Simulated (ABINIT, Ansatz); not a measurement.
# Be3N2 (R3m): one start, several treatments of the self-energy, part 2 of 2

Aim: compare treatments of exchange, screening and correlation for the gap of Be3N2 (R3m).

ABINIT 10.8.3; LDA and many-body steps on it, plane waves. Known limits of the many-body steps: not at the basis limit.

So far. Step 5 (G0W0, Hybertsen-Louie plasmon pole): Against G0W0 in ABINIT (4×4×4 mesh, 52 bands, screening to 141.5 eV, Godby-Needs plasmon pole), the gap moves by +0.082 eV. Step 6 (G0W0, von der Linden-Horsch plasmon pole): Against G0W0 in ABINIT (4×4×4 mesh, 52 bands, screening to 141.5 eV, Godby-Needs plasmon pole), the gap moves by −0.082 eV.

## Step 7: One-shot Hartree-Fock

This step: one-shot Hartree-Fock on LDA, plane waves, norm-conserving pseudopotentials.

Input file run.abi:

```
acell 3*1.0 Angstrom
rprim 
  1.419805055509 0.819724830995 4.866215662800
  -1.419805055509 0.819724830995 4.866215662800
  -0.000000000000 -1.639449661990 4.866215662800
ntypat 2
znucl 4 7
natom 5
typat 1 1 1 2 2
xred 
  0.859001080000 0.859001080000 0.859001080000
  0.317694560000 0.317694560000 0.317694560000
  0.088806770000 0.088806770000 0.088806770000
  0.204162680000 0.204162680000 0.204162680000
  0.708434910000 0.708434910000 0.708434910000
pp_dirpath "pseudos"
pseudos "Be.upf, N.upf"
ecut 38
ngkpt 4 4 4
nshiftk 1
shiftk 0 0 0
kptopt 1
chksymbreak 0
istwfk *1
occopt 1
irdwfk 1
optdriver 4
nband 15
gwcalctyp 5
ecutsigx 38
symsigma 1
nkptgw 2
kptgw 
  0.0000000000 0.0000000000 0.0000000000
  0.5000000000 0.5000000000 0.0000000000
bdgw 
  10 13
  10 13
ixc_sigma 40
fftgw 31
indata_prefix "in"
outdata_prefix "out"
tmpdata_prefix "tmp"
```

Started as:

```
> OMP_NUM_THREADS=1 mpirun -n 4 abinit run.abi > log
```

What it wrote:

```text
.Version 10.8.3 of ABINIT. v10.8.2 released Aug 2026.

 Symmetries : space group R3 m (#160); Bravais hR (rhombohedral)
[... echo of the input left out ...]
== DATASET  1 ==================================================================
-   mpi_nproc: 4, omp_nthreads: 1 (-1 if OMP is not activated)

--- !DatasetInfo
iteration_state: {dtset: 1, }
dimensions: {natom: 5, nkpt: 13, mband: 15, nsppol: 1, nspinor: 1, nspden: 1, mpw: 2590, }
cutoff_energies: {ecut:  38.0, pawecutdg:  -1.0, }
[...]
Band     E0 <VxcDFT>   SigX SigC(E0)      Z dSigC/dE  Sig(E)    E-E0       E
[...]
12   8.664 -11.330  -6.467   0.000   1.000   0.000  -6.467   4.863  13.527
       13  13.575 -11.850  -5.860   0.000   1.000   0.000  -5.860   5.990  19.565

== END DATASET(S) ==============================================================
================================================================================

 -outvars: echo values of variables after computation  --------
           etotal      0.0000000000E+00
            nband          15
             nkpt          13
          spgroup         160
 [... the other variables as echoed above ...]

 Calculation completed.
```

The job ended after 2.7 s (4 MPI ranks of Arm Neoverse V2, shared host; peak memory 0.25 GiB; 11 s of CPU time).

Numbers from this step:

```yaml
quasiparticle_gap_on_the_points_computed: 11.73 eV
starting_gap_on_the_mesh: 2.731 eV
k_of_the_valence_top: 0, 0, 0
k_of_the_conduction_bottom: 0.5, 0.5, 0
least_direct_quasiparticle_gap_on_the_computed_points: 12.68 eV
```

Against G0W0 in ABINIT (4×4×4 mesh, 52 bands, screening to 141.5 eV, Godby-Needs plasmon pole), the gap moves by +7.564 eV.

## Step 8: Screening, 4×4×4 mesh, 52 bands, screening to 141.5 eV

This step: RPA screening on LDA, plane waves, norm-conserving pseudopotentials.

run.abi: that of step 7 with these lines changed.

```diff
@@ -26,16 +26,14 @@
 irdwfk 1
-optdriver 4
-nband 15
-gwcalctyp 5
-ecutsigx 38
-symsigma 1
-nkptgw 2
-kptgw 
-  0.0000000000 0.0000000000 0.0000000000
-  0.5000000000 0.5000000000 0.0000000000
-bdgw 
-  10 13
-  10 13
-ixc_sigma 40
-fftgw 31
+optdriver 3
+nband 52
+ecuteps 5.2
+inclvkb 2
+awtr 1
+symchi 1
+gwcalctyp 2
+nfreqre 16
+freqremax 40 eV
+nfreqim 8
+spmeth 1
+nomegasf 120
 indata_prefix "in"
```

What it wrote:

```text
.Version 10.8.3 of ABINIT. v10.8.2 released Aug 2026.

 Symmetries : space group R3 m (#160); Bravais hR (rhombohedral)
[... echo of the input left out ...]
== DATASET  1 ==================================================================
-   mpi_nproc: 4, omp_nthreads: 1 (-1 if OMP is not activated)

--- !DatasetInfo
iteration_state: {dtset: 1, }
dimensions: {natom: 5, nkpt: 13, mband: 52, nsppol: 1, nspinor: 1, nspden: 1, mpw: 2590, }
cutoff_energies: {ecut:  38.0, pawecutdg:  -1.0, }
electrons: {nelect:   2.20000000E+01, charge:   0.00000000E+00, occopt:   1.00000000E+00, tsmear:   1.00000000E-02, }

 SCREENING: Calculation of the susceptibility and dielectric matrices

 Based on a program developped by R.W. Godby, V. Olevano, G. Onida, and L. Reining.
 Incorporated in ABINIT by V. Olevano, G.-M. Rignanese, and M. Torrent.
.Using double precision arithmetic ; gwpc =  8

[... cell and pseudopotentials left out ...]
--------------------------------------------------------------------------------

 ==== K-mesh for the wavefunctions ====
 Number of points in the irreducible wedge :    13
[... list of points left out ...]
 Together with  6 symmetry operations and time-reversal symmetry
 yields    64 points in the full Brillouin Zone.

 ==== Q-mesh for the screening function ====
 Number of points in the irreducible wedge :    13
[... list of points left out ...]
 Together with  6 symmetry operations and time-reversal symmetry
 yields    64 points in the full Brillouin Zone.

 setmesh: FFT mesh size selected  =    40x   40x   40
          total number of points  =        64000

 vcoul_init : cutoff-mode = AUXILIARY_FUNCTION
 q-points for optical limit:   1
     1)      0.000010    0.000020    0.000030

- screening: taking advantage of time-reversal symmetry
- Maximum band index for partially occupied states nbvw = 11
- Remaining bands to be divided among processors   nbcw = 41
- Number of bands treated by each node ~10

 Number of electrons calculated from density =   22.0000; Expected =   22.0000
 average of density, n =  0.095937
 r_s =    1.3551
 omega_plasma =   29.8778 [eV]

 calculating chi0 at frequencies [eV] :
  1    0.000000E+00    0.000000E+00
  2    2.666667E+00    0.000000E+00
  3    5.333333E+00    0.000000E+00
[...]
23    0.000000E+00    7.609361E+01
 24    0.000000E+00    1.071406E+02

--------------------------------------------------------------------------------
  q-point number  1        q = ( 0.000000, 0.000000, 0.000000) [r.l.u.]
--------------------------------------------------------------------------------
[... chi0 elements left out ...]
  [... further frequencies ...]

 No. of calculated frequencies >  15, stop printing
 For q-point:  0.000010 0.000020 0.000030
  dielectric constant =   4.7928
  dielectric constant without local fields =   5.2072

  Average fulfillment of the sum rule on Im[epsilon] for q-point    1 :     56.59  [%]
[... wings left out ...]
  q-point number  2        q = ( 0.250000, 0.000000, 0.000000) [r.l.u.]
--------------------------------------------------------------------------------
[... chi0 elements left out ...]
  [... further frequencies ...]

 No. of calculated frequencies >  15, stop printing
  Average fulfillment of the sum rule on Im[epsilon] for q-point    2 :     66.92  [%]

 [... 11 further q-points ...]
```

Run time: 49 s. Hardware: 4 MPI ranks; peak memory 1.6 GiB.

This step gave:

| Item | Value |
| --- | --- |
| ε∞ with local fields, on this mesh, along the program's q direction | 4.793 |
| the same without local fields | 5.207 |
| plasma frequency | 29.88 eV |
| plane waves in the screening matrix | 129 |

## Step 9: G0W0, contour deformation

This step: G0W0 on LDA, plane waves, norm-conserving pseudopotentials.

run.abi: that of step 8 with these lines changed.

```diff
@@ -26,14 +26,16 @@
 irdwfk 1
-optdriver 3
+optdriver 4
 nband 52
+gwcalctyp 2
+ecutsigx 38
+symsigma 1
+nkptgw 2
+kptgw 
+  0.0000000000 0.0000000000 0.0000000000
+  0.5000000000 0.5000000000 0.0000000000
+bdgw 
+  10 13
+  10 13
 ecuteps 5.2
-inclvkb 2
-awtr 1
-symchi 1
-gwcalctyp 2
-nfreqre 16
-freqremax 40 eV
-nfreqim 8
-spmeth 1
-nomegasf 120
+irdscr 1
 indata_prefix "in"
```

What it wrote:

```text
.Version 10.8.3 of ABINIT. v10.8.2 released Aug 2026.

 Symmetries : space group R3 m (#160); Bravais hR (rhombohedral)
[... echo of the input left out ...]
== DATASET  1 ==================================================================
-   mpi_nproc: 4, omp_nthreads: 1 (-1 if OMP is not activated)

--- !DatasetInfo
iteration_state: {dtset: 1, }
dimensions: {natom: 5, nkpt: 13, mband: 52, nsppol: 1, nspinor: 1, nspden: 1, mpw: 2590, }
cutoff_energies: {ecut:  38.0, pawecutdg:  -1.0, }
[...]
Band     E0 <VxcDFT>   SigX SigC(E0)      Z dSigC/dE  Sig(E)    E-E0       E
[...]
13  13.575 -11.850  -5.860  -4.304   0.830  -0.204 -10.450   1.400  14.975
       13   0.000   0.000   0.000  -0.000   0.000   0.000  -0.000  -0.000  -0.000

== END DATASET(S) ==============================================================
================================================================================

 -outvars: echo values of variables after computation  --------
           etotal      0.0000000000E+00
            nband          52
             nkpt          13
          spgroup         160
 [... the other variables as echoed above ...]

 Calculation completed.
```

Wall time 4.9 s (4 MPI ranks); peak memory 0.77 GiB; 19 s of CPU time.

Numbers from this step:

- G0W0 gap on the points computed: 4.201 eV
- starting gap on the mesh: 2.731 eV
- k of the valence top: 0, 0, 0
- k of the conduction bottom: 0.5, 0.5, 0
- least direct G0W0 gap on the computed points: 5.273 eV

Against G0W0 in ABINIT (4×4×4 mesh, 52 bands, screening to 141.5 eV, Godby-Needs plasmon pole), the gap moves by +0.033 eV.

## Step 10: Side by side

Times are wall times on 4 MPI ranks of Arm Neoverse V2, shared host, good to a factor of about two. A run's time includes the screening step that it read.

```
                                     run   mesh  bands  screening cutoff (eV)  DFT gap (eV)  gap on the mesh (eV)  direct (eV)  ε∞ used   time
          G0W0, Godby-Needs plasmon pole  4×4×4     52                  141.5         2.731                 4.168        5.251     4.76   49 s
      G0W0, Hybertsen-Louie plasmon pole  4×4×4     52                  141.5         2.731                 4.250        5.375     4.76   49 s
G0W0, von der Linden-Horsch plasmon pole  4×4×4     52                  141.5         2.731                 4.086        5.215     4.76   49 s
                   one-shot Hartree-Fock  4×4×4      -                      -         2.731                11.732       12.682        -  2.7 s
               G0W0, contour deformation  4×4×4     52                  141.5         2.731                 4.201        5.273     4.79   53 s
```

## Step 11: What came out

```yaml
g0w0_godby_needs_plasmon_pole: 4.168 eV
g0w0_hybertsen_louie_plasmon_pole: 4.250 eV
g0w0_von_der_linden_horsch_plasmon_pole: 4.086 eV
one_shot_hartree_fock: 11.732 eV
g0w0_contour_deformation: 4.201 eV
known_limits: not at the basis limit
```

**Reading.** G0W0, Hybertsen-Louie plasmon pole: +0.082 eV against G0W0, Godby-Needs plasmon pole. G0W0, von der Linden-Horsch plasmon pole: −0.082 eV against G0W0, Godby-Needs plasmon pole. One-shot Hartree-Fock: +7.564 eV against G0W0, Godby-Needs plasmon pole. G0W0, contour deformation: +0.033 eV against G0W0, Godby-Needs plasmon pole. Bare exchange alone opens the gap to 11.73 eV; against G0W0, correlation takes back 7.56 eV. Bands and cutoff are finite, so the gap is not at the basis limit. The miss can reach some tenths of an eV and take either sign; the mesh is an error of its own. In the G0W0 runs levels were corrected at 2 k points alone, so a gap called «on the mesh» is the least over those, and an edge elsewhere would be missed.

[Paths, hosts, dates, memory and timing lines, banners, echoed tables and standing remarks are left out of the program output.]

[Logs are printed without paths, hosts, clocks, repeated set-up lines and the standing remarks that a program may print on its own settings, such as how far it seeks lower states.]

[Runs of the session that timed out or met a known fault of the program may be left out.]

[Hosts, paths, dates, database ids (printed as entryN), source tags and the programs' standing remarks are cut or masked in the printed files.]

[G0W0 gaps are taken among the corrected bands and points alone; a level outside them can change the order at an edge.]

[Where Ansatz stands beside ABINIT at settings called matched, ABINIT's density can come from a denser mesh and the files from another edition; pairs whose starting gaps differed by over 0.03 eV were left out, so agreement reads better than it is.]
